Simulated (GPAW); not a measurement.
Space group Im-3m (No. 229). a = 3.303 Å, b = 3.303 Å, c = 3.303 Å, α = 90.00°, β = 90.00°, γ = 90.00°
```csv
atom,site,symmetry,x,y,z
Ta,2a,m-3m,0.0000,0.0000,0.0000
```

**Question.** What reflectivity and colour does GPAW, PBE, RPA, without spin-orbit coupling, line width 0.15 eV (Lorentzian), carrier damping 0.05 eV give for this metal?

**Answer.** Reflectivity along the first axis:

| E (eV) | R (%) |
| --- | --- |
| 1.00 | 94.8 |
| 1.25 | 90.6 |
| 1.50 | 81.8 |
| 1.75 | 67.1 |
| 2.00 | 47.0 |
| 2.25 | 37.7 |
| 2.50 | 39.9 |
| 2.75 | 43.6 |
| 3.00 | 44.5 |
| 3.25 | 42.9 |
| 3.50 | 42.9 |
| 3.75 | 43.8 |
| 4.00 | 40.5 |
| 4.25 | 39.4 |
| 4.50 | 40.0 |
| 4.75 | 43.5 |
| 5.00 | 49.7 |

The colour is faintly pink-red: CIE x = 0.324, y = 0.314, luminous reflectivity 41 % under D65, from the mean over the axes. The mesh is 21×21×21, and the carriers' damping is typed.

[Logs are printed without paths, hosts, clocks, repeated set-up lines and the standing remarks that a program may print on its own settings, such as how far it seeks lower states.]
